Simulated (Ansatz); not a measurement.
**A faulty run on (14,0) carbon nanotube bundle (112 atoms)**

Program: Ansatz 0.2.0. The cell: 112 C.

File input.yaml:

```yaml
crystal:
  lattice:
    - [14.26259, 0.0, 0.0]
    - [-7.1313, 12.35177, 0.0]
    - [0.0, 0.0, 8.37084]
  atoms:
    - { symbol: C, position: [0.38157, 0.99107, 0.17506], spin: 2.0 }
    - { symbol: C, position: [0.42676, 0.09777, 0.09079] }
    - { symbol: C, position: [0.44073, 0.19318, 0.16871] }
    - { symbol: C, position: [0.4381, 0.27917, 0.08954] }
    - { symbol: C, position: [0.41804, 0.09455, 0.42362] }
    - { symbol: C, position: [0.44388, 0.1928, 0.34087] }
    - { symbol: C, position: [0.42362, 0.35953, 0.1668] }
    - { symbol: C, position: [0.37926, 0.41735, 0.08235] }
    - { symbol: C, position: [0.44797, 0.28275, 0.41981] }
    - { symbol: C, position: [0.42713, 0.35819, 0.33434] }
    - { symbol: C, position: [0.3145, 0.4542, 0.16786] }
    - { symbol: C, position: [0.23433, 0.47198, 0.0867] }
    - { symbol: C, position: [0.3837, 0.41801, 0.41344] }
    - { symbol: C, position: [0.31797, 0.45108, 0.33338] }
    - { symbol: C, position: [0.13872, 0.44766, 0.16634] }
    - { symbol: C, position: [0.03847, 0.40633, 0.08612] }
    - { symbol: C, position: [0.23835, 0.46878, 0.41835] }
    - { symbol: C, position: [0.14282, 0.45027, 0.33696] }
    [... 88 atom lines left out ...]
    - { symbol: C, position: [0.25625, 0.7982, 0.68157] }
    - { symbol: C, position: [0.32556, 0.89272, 0.59432] }
    - { symbol: C, position: [0.16912, 0.71031, 0.93643] }
    - { symbol: C, position: [0.25687, 0.79902, 0.8516] }
    - { symbol: C, position: [0.33298, 0.89482, 0.92715] }
    - { symbol: C, position: [0.38604, 0.99816, 0.841] }
kpoints:
  mp_grid: { grid: [1, 1, 2] }
hamiltonian:
  xc: pbe
  dispersion: d4
scf:
  occupations: { method: fermi_dirac, width: 0.05 }
  max_iter: 100
output:
  forces: true
```

Launch:

```console
$ ansatz run input.yaml --threads 4 --pin off --max-ram 8192MiB --backend cpu --events-out ev --progress --plain --runs-dir out
```

Output:

```text
Error: inconsistent input (magnetization.spin_polarized): false but per-atom `spin:`, `per_species`, `initial_magnetization`, `magnetic_field`, or `spin_locking` is set
```

The job ended after 0.02 s (4 threads of Arm Neoverse V2, shared host; peak memory 0.029 GiB).

Q: Name the fault and the fix.

A moment without spin polarisation: crystal.atoms[0].spin = 2.0 and starting moments = "other".

The fix is to switch spin polarisation on, or take the moment out.

The program refused it before any cycle.

[Logs are printed without paths, hosts, clocks, repeated set-up lines and the standing remarks that a program may print on its own settings, such as how far it seeks lower states.]

[Hosts, paths, dates, database ids (printed as entryN), source tags and the programs' standing remarks are cut or masked in the printed files.]
